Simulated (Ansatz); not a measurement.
# Photoemission of Si(111) with OH, oxygen in 1 back bond

What would XPS and angle-resolved spectra of Si(111) with OH, oxygen in 1 back bond look like?

Calculated with Ansatz 0.2.0; DFT, PBE, plane-wave PAW, default files, scalar-relativistic.

Report form: the programs' logs are mostly left out.

### 1. Set-up

The cell holds 37 atoms: 8 H, 5 O and 24 Si. Its edges and angles: a = 7.679 Å, b = 7.679 Å, c = 24.934 Å, α = 90.0°, β = 90.0°, γ = 60.0°. It derives from Si. How the cell was made: terminated face; group: OH; share of top atoms: 1; rest: H; oxygen in back bonds: 1; lower face: H. Regions: ad, 9 atoms (5 O and 4 H); L1, 4 atoms (4 Si); L2, 4 atoms (4 Si); L3, 4 atoms (4 Si); mid, 4 atoms (4 Si); rest, 12 atoms (8 Si and 4 H). Vacuum lies along c.

### 2. Bands by layer

This is the main run. States are solved along the surface zone's path and weighed by where they lie along the normal, since photoemission sees the top layers. The cell holds 4 small cells, so the bands are unfolded.

input.yaml reads:

```yaml
crystal:
  lattice:
    - [7.6791796437, 0.0, 0.0]
    - [3.8395898218, 6.6503646517, 0.0]
    - [0.0, 0.0, 24.9337769138]
  atoms:
    - { symbol: H, position: [0.2270276088, -0.2647067514, 0.7023868021] }
    - { symbol: H, position: [0.474553584, 0.1104629683, 0.7109306493] }
    - { symbol: H, position: [-0.0037149712, 0.6302513517, 0.7050992876] }
    - { symbol: H, position: [0.5899285043, 0.5314237482, 0.7071814505] }
    - { symbol: O, position: [0.0824425349, -0.1740813898, 0.6949355263] }
    - { symbol: O, position: [0.4972157628, -0.0077344699, 0.6910525496] }
    - { symbol: O, position: [-0.0239683068, 0.5219388768, 0.6910719159] }
    - { symbol: O, position: [0.4774529384, 0.5279070264, 0.6902243578] }
[... 25 atom lines left out ...]
    - { symbol: H, position: [0.0, 0.0, 0.280743668] }
    - { symbol: H, position: [0.5, 0.0, 0.280743668] }
    - { symbol: H, position: [0.0, 0.5, 0.280743668] }
    - { symbol: H, position: [0.5, 0.5, 0.280743668] }
kpoints:
  mp_grid: { grid: [3, 3, 1] }
scf:
  occupations: { method: fermi_dirac, width: 0.02 }
  n_extra_bands: 36
hamiltonian:
  xc: pbe
  pseudopotentials: { kind: paw }
output:
  forces: true
  write_potential: true
  volumetric_format: []
  efg: { contact_densities: true }
  dos:
    projected:
      site_lists:
        adsorbate: [4, 0, 8, 5, 1, 6, 2, 7, 3]
        layer_1: [9, 10, 11, 12]
        layer_2: [13, 14, 15, 16]
        layer_3: [17, 18, 19, 20]
        middle: [21, 22, 23, 24]
        other_layers: [25, 26, 27, 28, 29, 30, 31, 32, 33, 34, 35, 36]
    de: 0.05
    e_range: [-30, 12]
    method: { smearing: { sigma: 0.12, scheme: gaussian } }
  eigenstates:
    kpoints:
      - [0.33333333, -0.33333333, 0.0]
      - [0.25, -0.375, 0.0]
      - [0.16666667, -0.41666667, 0.0]
      - [0.08333333, -0.45833333, 0.0]
      - [0.0, 0.5, 0.0]
      - [-0.08333333, 0.45833333, 0.0]
      # [... 29 more points ...]
      - [0.25, 0.5, 0.0]
      - [0.29166667, -0.41666667, 0.0]
    e_range: [-8.0, 6.0]
    unfold:
      supercell_matrix: [[2, 0, 0], [0, 2, 0], [0, 0, 1]]
      layers:
        axis: 3
        edges: [0.120319, 0.387545, 0.393951, 0.597723, 0.609045, 0.871352]
efield:
  axis: 3
  dipole_correction: true
```

Started as:

```console
> ansatz run input.yaml --threads 4 --pin off --max-ram 8192MiB --backend cpu --events-out ev --progress --plain --runs-dir out
```

The job ended after 3.6 min (4 threads of Intel Xeon at 2.80GHz (Skylake/Cascade Lake), shared host; peak memory 5.2 GiB).

This step gave:

```
free energy                                                         : -18225.4902 eV
Fermi energy                                                        : 0.3161 eV
symmetry operations                                                 : 1
gap on the k-mesh                                                   : 1.025 eV
zero of energy                                                      : valence-band maximum
share of occupied states in no projected shell                      : 0.012 of the occupied states in the window
ionisation potential, upper face                                    : 4.933 eV
upper vacuum level less the lowest empty level (Kohn–Sham affinity) : 3.909 eV
ionisation potential, lower face                                    : 4.607 eV
```

A(k,E), total over k along the path and E. Zero: valence-band maximum.

Ten even steps from '0' (0.06 eV⁻¹) to '9' (5.60 eV⁻¹), each cell a mean:
```
333556567843333595333211112543
223468865585457985444443334422
001234566569998743211122333210
221112345666765333432222245322
433444444565456532233222232234
222211111123432233234543432222
000000000001110001222233310000
000000000000000000001111000000
000000000000110000000000000000
000000000135764210000000000000
000000013567776433211111000000
001123355554235654443322211000
222222343441112444444444443322
222234334300000233233444443222
344554443111111123322211244443
455544443333333333443333334544
554433332221111223334444445555
222233322222222222221111111222
112223211110000111222100000111
111221011100000111112211111111
333112222222222222222233334433
112210000000000000001223322211
```
Columns: k along the path (Å⁻¹) from 0 to 2.58; rows upwards: E (eV) from -7.18 to 4.99.

A(k,E), top over k along the path and E. Zero: valence-band maximum.

Ten even steps from '0' (0.01 eV⁻¹) to '9' (1.39 eV⁻¹), each cell a mean:
```
332234467853234686432111112333
222233344588778753333322223222
011122223235554322111111221110
111111222322222222221111122111
222222222233333222122111111112
111111111222122221112211111111
000000000001221001110111100000
000000000000000000000000000000
000000000000100000000000000000
000000000013442100000000000000
000000112454344432111111110000
111123344322112344322211221111
322222222221111223223333233333
122222233211111123333222222211
444444443333333333333333334444
667777778899999987788888766666
554455555544444456666677787655
556666656666666654444444445655
555554544322222334543221222345
333222111112222222233322222223
422112222122222211123344444444
123211000000000001111122222211
```
Columns: k along the path (Å⁻¹) from 0 to 2.58; rows upwards: E (eV) from -7.18 to 4.99.

A(k,E), middle over k along the path and E. Zero: valence-band maximum.

Values in eV⁻¹, 12 rows by 16 columns, each cell a mean:
```
0.75 1.08 1.72 1.70 1.37 1.30 0.62 0.76 1.65 1.11 1.01 0.93 0.73 0.56 1.05 0.82
0.37 0.61 0.90 1.37 1.52 1.66 2.13 2.09 1.42 1.03 0.72 0.69 0.81 1.05 0.94 0.37
1.19 1.13 1.13 1.10 1.29 1.54 1.35 1.44 1.26 0.83 0.99 0.83 0.66 0.98 1.05 1.19
0.25 0.19 0.15 0.16 0.15 0.24 0.59 0.40 0.33 0.67 0.81 1.05 1.23 0.86 0.38 0.27
0.03 0.05 0.05 0.04 0.05 0.11 0.37 0.23 0.08 0.07 0.09 0.14 0.14 0.06 0.04 0.03
0.10 0.08 0.10 0.16 0.51 1.17 1.86 1.61 0.85 0.53 0.33 0.26 0.23 0.13 0.10 0.10
0.55 0.61 0.70 1.06 1.32 1.57 0.88 1.25 1.59 1.27 1.11 0.98 0.96 0.83 0.61 0.55
0.79 0.90 1.18 1.13 1.04 0.33 0.09 0.12 0.64 0.79 0.88 1.05 1.11 1.17 0.99 0.81
0.82 0.90 0.73 0.66 0.52 0.32 0.29 0.30 0.38 0.64 0.56 0.50 0.50 0.63 0.85 0.82
0.69 0.51 0.58 0.64 0.30 0.21 0.20 0.21 0.22 0.45 0.51 0.28 0.22 0.27 0.48 0.68
0.42 0.54 0.54 0.27 0.23 0.18 0.14 0.16 0.21 0.25 0.46 0.50 0.25 0.24 0.29 0.40
0.73 0.60 0.42 0.29 0.21 0.25 0.28 0.26 0.23 0.25 0.38 0.61 0.86 0.85 0.80 0.75
```
Columns: k along the path (Å⁻¹) from 0 to 2.58; rows upwards: E (eV) from -7.18 to 4.99.

A(k,E), bottom over k along the path and E. Zero: valence-band maximum.

Ten even steps from '0' (0.01 eV⁻¹) to '9' (2.30 eV⁻¹), each cell a mean:
```
333455555521111374333211002443
122356654574335875333322223421
001223455469998532111112223100
111011234544554222221111133211
222222222344334432121111221122
000000000002321122223433321100
000000000000000000111122200000
000000000000000000000010000000
000000000000100000000000000000
000000000024653210000000000000
000000002355455332100000000000
000011234442123433333221100000
000001232321001232222333321100
111124323200000122112222233111
223453232000000012210000122322
445422320011111001331111113444
543332111000000011123344433345
000000000000110000100000000000
000001100000000000110000000000
000110000000000000011100000000
122112222222222222221111111111
100110000000000000001222221111
```
Columns: k along the path (Å⁻¹) from 0 to 2.58; rows upwards: E (eV) from -7.18 to 4.99.

Peaks of A(k,E) at the labelled points: for each region the eleven nearest the zero at most, each over 6 % of that point's highest, less those above the energy where the solved bands run out; weight and spread sum the levels within three half widths or 0.3 eV, so near peaks share levels. Peaks of the spectral function, the first 40 of 132 rows:

| point | weight on | E (eV) | A (1/eV) | weight near the peak | rms spread of levels (eV) |
| --- | --- | --- | --- | --- | --- |
| K | total | -3.66 | 2.551 | 1.639 | 0.176 |
| K | total | -3.3 | 3.591 | 1.655 | 0.13 |
| K | total | -2.42 | 2.308 | 0.854 | 0.127 |
| K | total | -2.02 | 2.652 | 1.085 | 0.128 |
| K | total | -1.22 | 0.52 | 0.127 | 0.064 |
| K | total | -0.74 | 0.604 | 0.162 | 0 |
| K | total | 1.86 | 1.524 | 0.389 | 0 |
| K | total | 2.18 | 2.219 | 0.602 | 0.05 |
| K | total | 2.68 | 3.141 | 1.79 | 0.123 |
| K | total | 2.78 | 3.159 | 1.79 | 0.123 |
| K | total | 3.1 | 1.345 | 0.949 | 0.178 |
| K | top | -3.48 | 0.921 | 0.626 | 0.187 |
| K | top | -3.2 | 0.805 | 0.478 | 0.179 |
| K | top | -2.38 | 0.277 | 0.06 | 0.06 |
| K | top | -2.02 | 0.686 | 0.289 | 0.12 |
| K | top | -1.22 | 0.222 | 0.064 | 0.072 |
| K | top | -0.74 | 0.241 | 0.067 | 0 |
| K | top | 1.86 | 0.266 | 0.069 | 0 |
| K | top | 2.18 | 0.372 | 0.113 | 0.074 |
| K | top | 2.78 | 0.405 | 0.212 | 0.122 |
| K | top | 3.1 | 0.196 | 0.148 | 0.22 |
| K | top | 3.32 | 0.16 | 0.079 | 0.156 |
| K | middle | -4.12 | 1.099 | 0.83 | 0.172 |
| K | middle | -3.3 | 1.356 | 0.581 | 0.118 |
| K | middle | -2.42 | 1.376 | 0.497 | 0.108 |
| K | middle | -2.02 | 1.535 | 0.627 | 0.125 |
| K | middle | -1.22 | 0.221 | 0.049 | 0.054 |
| K | middle | -0.74 | 0.268 | 0.071 | 0 |
| K | middle | 1.86 | 1.04 | 0.272 | 0 |
| K | middle | 2.18 | 1.473 | 0.402 | 0.038 |
| K | middle | 2.68 | 1.707 | 0.977 | 0.124 |
| K | middle | 2.78 | 1.704 | 0.977 | 0.124 |
| K | middle | 3.08 | 0.645 | 0.46 | 0.149 |
| K | bottom | -4.34 | 0.858 | 0.57 | 0.142 |
| K | bottom | -3.92 | 1.86 | 0.967 | 0.143 |
| K | bottom | -3.32 | 1.457 | 0.555 | 0.101 |
| K | bottom | -2.42 | 0.59 | 0.205 | 0.093 |
| K | bottom | -2.04 | 0.306 | 0.117 | 0.139 |
| K | bottom | 1.86 | 0.181 | 0.039 | 0 |
| K | bottom | 2.18 | 0.328 | 0.076 | 0.052 |

The DOS has structure finer than the step of the table below, so its rows give means over 1 eV, whole bins alone (the curve runs from -22.7 to 4.80 eV). Peaks (eV: height): total -4.0: 26.6, -2.7: 23.8, -1.7: 22.8, 4.4: 33.1; Si 3p -4.0: 14.7, -2.7: 18.2, -1.7: 18.9, 4.3: 17.0; Si 3s -9.8: 6.39, -9.4: 9.41, -8.6: 6.07, -6.3: 7.07; O 2p -7.9: 4.92, -4.9: 7.46, -3.8: 8.71, -3.5: 7.82; H 1s -20.4: 1.63, -7.9: 1.46, -6.3: 1.94, -4.0: 3.11.

Table of DOS by E, zero at the valence-band maximum; means over each step; values in states/eV/cell:

| E (eV) | total | Si 3p | Si 3s | O 2p | H 1s | O 2s |
| --- | --- | --- | --- | --- | --- | --- |
| -22 | 0 | 0 | 0 | 0 | 0 | 0 |
| -21 | 3.38 | 0.241 | 0.202 | 0.0743 | 0.443 | 2.39 |
| -20 | 6.62 | 0.617 | 0.322 | 0.144 | 0.617 | 4.87 |
| -19 | 0 | 0 | 0 | 0 | 0 | 1.3e-5 |
| -18 | 0 | 0 | 0 | 0 | 0 | 0 |
| -17 | 0 | 0 | 0 | 0 | 0 | 0 |
| -16 | 0 | 0 | 0 | 0 | 0 | 0 |
| -15 | 0 | 0 | 0 | 0 | 0 | 0 |
| -14 | 0 | 0 | 0 | 0 | 0 | 0 |
| -13 | 0 | 0 | 0 | 0 | 0 | 0 |
| -12 | 0.178 | 0.0119 | 0.160 | 0.00130 | 0.00318 | 3.0e-4 |
| -11 | 4.17 | 0.773 | 3.06 | 0.202 | 0.0854 | 0.0148 |
| -10 | 8.35 | 1.83 | 5.08 | 1.08 | 0.286 | 0.0264 |
| -9 | 10.6 | 2.48 | 5.64 | 1.74 | 0.603 | 0.0369 |
| -8 | 8.85 | 2.20 | 3.01 | 2.66 | 0.770 | 0.110 |
| -7 | 6.92 | 2.77 | 2.57 | 1.03 | 0.355 | 0.116 |
| -6 | 10.8 | 4.78 | 3.19 | 1.76 | 0.718 | 0.195 |
| -5 | 10.1 | 3.50 | 1.41 | 4.38 | 0.380 | 0.266 |
| -4 | 18.2 | 9.16 | 1.23 | 6.20 | 1.25 | 0.113 |
| -3 | 17.4 | 11.8 | 0.965 | 3.79 | 0.526 | 0.0422 |
| -2 | 17.3 | 14.5 | 0.733 | 1.39 | 0.344 | 0.0312 |
| -1 | 9.58 | 8.21 | 0.213 | 0.791 | 0.132 | 0.0221 |
| 0 | 1.72 | 1.54 | 0.0102 | 0.109 | 0.00152 | 0.00304 |
| 1 | 2.25 | 1.27 | 0.602 | 0.0289 | 0.0338 | 0.0119 |
| 2 | 11.7 | 6.51 | 2.74 | 0.285 | 0.263 | 0.161 |
| 3 | 19.4 | 11.1 | 3.27 | 0.325 | 0.660 | 0.203 |
| 4 | 22.7 | 12.4 | 2.63 | 0.258 | 0.881 | 0.186 |

Simulated valence spectra by photon energy, shown to 13 eV, since a deeper line would dwarf them at some energies; the 100 % can be that line's tail at the edge; this run's widths, added to any smearing of the DOS itself: Gaussian 0.45 eV, Lorentzian 0.1 eV plus 0.03 an eV of depth. The intensity by binding energy, zero at the valence-band maximum; values in % of the maximum within 13 eV:

| binding energy (eV) | 21.2 eV | 100 eV | 1486.7 eV | 5414.7 eV |
| --- | --- | --- | --- | --- |
| -1.0 | 0.582 | 0.622 | 1.15 | 0.666 |
| -0.5 | 0.991 | 1.07 | 2.01 | 0.997 |
| 0.0 | 3.33 | 3.68 | 7.72 | 2.95 |
| 0.5 | 7.13 | 7.87 | 18.0 | 7.15 |
| 1.0 | 13.9 | 15.1 | 32.1 | 13.3 |
| 1.5 | 23.8 | 25.0 | 55.2 | 25.2 |
| 2.0 | 24.0 | 24.8 | 54.8 | 27.2 |
| 2.5 | 30.6 | 30.8 | 55.6 | 29.7 |
| 3.0 | 53.1 | 53.0 | 60.8 | 30.4 |
| 3.5 | 92.6 | 92.4 | 73.4 | 33.5 |
| 4.0 | 91.0 | 91.4 | 81.3 | 40.3 |
| 4.5 | 69.5 | 71.2 | 68.9 | 35.8 |
| 5.0 | 67.0 | 69.7 | 76.3 | 43.2 |
| 5.5 | 39.5 | 41.7 | 66.8 | 44.6 |
| 6.0 | 27.1 | 28.8 | 72.4 | 57.8 |
| 6.5 | 25.4 | 27.0 | 84.9 | 73.0 |
| 7.0 | 19.2 | 19.7 | 56.9 | 49.7 |
| 7.5 | 31.7 | 30.3 | 58.6 | 48.1 |
| 8.0 | 44.6 | 42.0 | 81.3 | 67.4 |
| 8.5 | 27.3 | 25.7 | 72.7 | 68.2 |
| 9.0 | 29.0 | 27.3 | 87.8 | 84.6 |
| 9.5 | 25.1 | 24.0 | 99.8 | 99.8 |
| 10.0 | 18.8 | 18.7 | 87.6 | 85.5 |
| 10.5 | 10.4 | 10.9 | 71.6 | 72.1 |
| 11.0 | 4.57 | 5.20 | 44.7 | 46.0 |
| 11.5 | - | 2.30 | 24.0 | 25.5 |
| 12.0 | - | 1.26 | 8.72 | 8.70 |
| 12.5 | - | 0.915 | 4.68 | 4.24 |

Maxima picked by a test of local sharpness, so broad peaks and shoulders can be missing; peaks within 0.45 eV of a curve's cut are left out. Valence peaks, by row:

| photon energy (eV) | binding energy (eV) | height (% of the maximum within 13 eV) | main shell | its share (%) |
| --- | --- | --- | --- | --- |
| 21.2 | 9.127 | 29.59 | O 2p | 86.06 |
| 21.2 | 7.877 | 46.02 | O 2p | 86.85 |
| 21.2 | 4.777 | 73.09 | O 2p | 97.73 |
| 21.2 | 3.727 | 100 | O 2p | 97.9 |
| 21.2 | 1.727 | 26.67 | O 2p | 89.44 |
| 100 | 20.33 | 56.28 | O 2s | 94.46 |
| 100 | 9.127 | 27.86 | O 2p | 89.58 |
| 100 | 7.877 | 43.28 | O 2p | 90.48 |
| 100 | 4.777 | 75.67 | O 2p | 92.49 |
| 100 | 3.727 | 100 | O 2p | 95.91 |
| 100 | 1.727 | 27.86 | O 2p | 83.89 |
| 1487 | 20.33 | 282 | O 2s | 96.06 |
| 1487 | 9.477 | 100 | Si 3s | 84.56 |
| 1487 | 7.977 | 81.69 | Si 3s | 65.98 |
| 1487 | 6.377 | 87.79 | Si 3s | 61.34 |
| 1487 | 4.877 | 77.85 | Si 3s | 32.34 |
| 1487 | 3.877 | 83.22 | O 2p | 35 |
| 1487 | 2.777 | 62.23 | Si 3p | 45.49 |
| 1487 | 1.727 | 61.41 | Si 3p | 61.71 |
| 5415 | 20.33 | 140.2 | O 2s | 94.32 |
| 5415 | 9.477 | 100 | Si 3s | 95.73 |
| 5415 | 7.977 | 67.47 | Si 3s | 88.2 |
| 5415 | 6.377 | 75.3 | Si 3s | 83.97 |
| 5415 | 4.977 | 43.2 | Si 3s | 64.11 |
| 5415 | 3.927 | 40.81 | Si 3s | 60.69 |
| 5415 | 2.727 | 32.85 | Si 3s | 59.33 |
| 5415 | 1.777 | 29.36 | Si 3s | 48.35 |

The planar mean, electrostatic potential oscillates, so the rows of the table below give means over windows of 1 Å about each position, cut where the curve ends. Its maxima inside the range that stand out by 2 % of the span (Å: eV): 10.4: 2.05, 13.6: 2.05, 16.6: 0.983. Its minima: 8.9: -11.4, 12.1: -11.3, 15.2: -10.5, 17.3: -1.45.

From the valence-band maximum. Planar mean, electrostatic potential against z; means over each step:

| z (Å) | planar mean, electrostatic potential (eV) |
| --- | --- |
| 0 | 4.72 |
| 1 | 4.63 |
| 2 | 4.61 |
| 3 | 4.61 |
| 4 | 4.61 |
| 5 | 4.60 |
| 6 | 4.41 |
| 7 | 2.55 |
| 8 | -4.01 |
| 9 | -10.1 |
| 10 | -1.03 |
| 11 | -2.48 |
| 12 | -10.3 |
| 13 | -2.57 |
| 14 | -0.902 |
| 15 | -9.49 |
| 16 | -5.54 |
| 17 | -0.319 |
| 18 | 2.67 |
| 19 | 4.88 |
| 20 | 4.93 |
| 21 | 4.93 |
| 22 | 4.93 |
| 23 | 4.93 |
| 24 | 4.88 |

The intensity has structure finer than the step of the table below, so its rows give means over 1 eV, whole bins alone (the curve runs from -22.7 to 1.40 eV). Peaks (eV: height): O K -7.9: 40.2, -3.7: 99.8; O K, E along x -3.7: 113; O K, E along y -7.8: 41.4, -3.6: 121; O K, E along z -7.9: 48.9, -4.8: 87.2; Si K-beta -1.8: 100.0.

Shapes are the site's partial DOS without matrix elements, which overweights lines from ligand s bands. The intensity by emission energy less the core level's binding energy, zero at the valence-band maximum; means over each step; 7 of 9 lines; values in % of the unpolarised maximum:

| emission energy less the core level's binding energy (eV) | O K | O K, E along x | O K, E along y | O K, E along z | Si K-beta | Si K-beta, E along x | Si K-beta, E along y |
| --- | --- | --- | --- | --- | --- | --- | --- |
| -22 | 0.276 | 0.344 | 0.263 | 0.221 | 0.628 | 0.221 | 0.499 |
| -21 | 1.15 | 1.50 | 1.13 | 0.805 | 1.97 | 0.392 | 1.49 |
| -20 | 1.53 | 1.67 | 1.67 | 1.24 | 2.75 | 0.456 | 2.87 |
| -19 | 0.438 | 0.462 | 0.449 | 0.404 | 1.05 | 0.324 | 1.17 |
| -18 | 0.230 | 0.221 | 0.236 | 0.233 | 0.530 | 0.324 | 0.547 |
| -17 | 0.218 | 0.195 | 0.223 | 0.236 | 0.461 | 0.373 | 0.463 |
| -16 | 0.247 | 0.210 | 0.253 | 0.279 | 0.494 | 0.454 | 0.494 |
| -15 | 0.308 | 0.250 | 0.315 | 0.358 | 0.591 | 0.576 | 0.590 |
| -14 | 0.414 | 0.319 | 0.427 | 0.496 | 0.771 | 0.778 | 0.771 |
| -13 | 0.621 | 0.442 | 0.649 | 0.772 | 1.14 | 1.18 | 1.15 |
| -12 | 1.23 | 0.727 | 1.32 | 1.65 | 2.38 | 2.45 | 2.39 |
| -11 | 5.04 | 2.02 | 6.12 | 6.99 | 6.93 | 7.38 | 7.07 |
| -10 | 16.7 | 8.20 | 18.6 | 23.4 | 13.8 | 15.2 | 14.2 |
| -9 | 25.2 | 16.5 | 21.5 | 37.7 | 17.3 | 19.0 | 18.1 |
| -8 | 34.7 | 26.5 | 35.6 | 41.9 | 18.7 | 18.3 | 17.8 |
| -7 | 22.1 | 20.9 | 27.3 | 18.1 | 25.2 | 24.8 | 24.3 |
| -6 | 29.5 | 29.3 | 28.9 | 30.4 | 33.1 | 32.5 | 31.2 |
| -5 | 62.8 | 67.6 | 45.6 | 75.2 | 35.5 | 36.0 | 33.6 |
| -4 | 88.7 | 101 | 94.4 | 71.0 | 64.2 | 64.1 | 59.0 |
| -3 | 58.4 | 65.6 | 68.1 | 41.5 | 83.4 | 85.5 | 82.4 |
| -2 | 24.7 | 33.0 | 25.1 | 16.0 | 96.9 | 99.3 | 97.7 |
| -1 | 13.9 | 21.0 | 14.6 | 6.10 | 63.7 | 71.8 | 72.1 |
| 0 | 3.46 | 6.34 | 2.80 | 1.22 | 20.3 | 28.1 | 24.4 |

Sums over each group's atoms; left-over states aren't shared out by site. Site centres, by row:

| group | element | shell | occupied states | centre of occupied part (eV) | centre up to the window's top (eV) |
| --- | --- | --- | --- | --- | --- |
| adsorbate | O | 2s | 8.246 | -18.61 | -17.07 |
| adsorbate | O | 2p | 25.36 | -5.256 | -4.934 |
| adsorbate | H | 1s | 2.346 | -13.5 | -9.095 |
| layer 1 | Si | 3s | 4.285 | -8.891 | -5.773 |
| layer 1 | Si | 3p | 8.915 | -5.644 | -2.28 |
| layer 2 | Si | 3s | 4.718 | -7.879 | -5.438 |
| layer 2 | Si | 3p | 11.2 | -3.81 | -1.691 |
| layer 3 | Si | 3s | 4.746 | -7.922 | -4.947 |
| layer 3 | Si | 3p | 11.14 | -3.755 | -1.275 |
| middle | Si | 3s | 4.739 | -7.93 | -4.853 |
| middle | Si | 3p | 11.1 | -3.758 | -1.229 |
| other layers | Si | 3s | 9.304 | -8.069 | -5.032 |
| other layers | Si | 3p | 22.05 | -3.709 | -1.215 |
| other layers | H | 1s | 4.164 | -5.16 | -2.894 |

Window up to 4.8 eV. Shell moments, by row:

| element | shell | occupied states an atom | centre of occupied part (eV) | rms width of occupied part (eV) | centre up to the window's top (eV) | rms width up to the window's top (eV) |
| --- | --- | --- | --- | --- | --- | --- |
| O | 2s | 1.649 | -18.61 | 4.783 | -17.07 | 7.258 |
| O | 2p | 5.072 | -5.256 | 2.739 | -4.934 | 3.138 |
| H | 1s | 0.8138 | -8.165 | 5.873 | -5.108 | 7.245 |
| Si | 3s | 1.158 | -8.115 | 2.967 | -5.164 | 5.559 |
| Si | 3p | 2.683 | -4.011 | 3.163 | -1.459 | 4.355 |

Recipe: projected DOS times atomic cross section and asymmetry factor (linear light, 54.7° from the polarisation), occupied states only, Fermi edge at 20 K, a Lorentzian width of 0.1 eV growing by 0.03 eV per eV of binding energy, and a resolution of 0.45 eV. Each atom is damped by exp[−depth/(λ cos θ)], θ = 75° from the normal, λ from the universal curve. Curves are cut 10 eV under the photon energy, above any shell that the free atom's threshold puts out of reach, or at the lower edge of the window: 11.2 eV at 21.2 eV, 22.7 eV at 100 eV, 22.7 eV at 1486.7 eV and 22.7 eV at 5414.7 eV. Matrix elements of the solid and inelastic losses aren't modelled, nor non-dipole terms, which matter above 3 keV.

How the area divides among the shells (%):

| shell | 21.2 eV | 100 eV | 1486.7 eV | 5414.7 eV |
| --- | --- | --- | --- | --- |
| O 2s | 0.0 | 21.6 | 43.5 | 32.7 |
| O 2p | 93.0 | 72.9 | 9.0 | 1.9 |
| H 1s | 3.6 | 0.5 | 0.1 | 0.0 |
| Si 3s | 0.9 | 1.7 | 34.4 | 58.6 |
| Si 3p | 2.4 | 3.4 | 13.0 | 6.7 |

Regions along c: top from 15.2 to 21.7 Å, middle from 9.8 to 14.9 Å, bottom from 3.0 to 9.7 Å.

The largest force component on a free atom is 0.023 eV/Å, so the atoms are at rest for these settings too.

(Continued in part 2 of 2.)

[Logs are printed without paths, hosts, clocks, repeated set-up lines and the standing remarks that a program may print on its own settings, such as how far it seeks lower states.]

[Hosts, paths, dates, database ids (printed as entryN), source tags and the programs' standing remarks are cut or masked in the printed files.]

[Maps of the electrostatic potential energy from Ansatz leave out the sawtooth potential of an applied field or a dipole correction, so their vacuum need not be flat; work functions include it.]
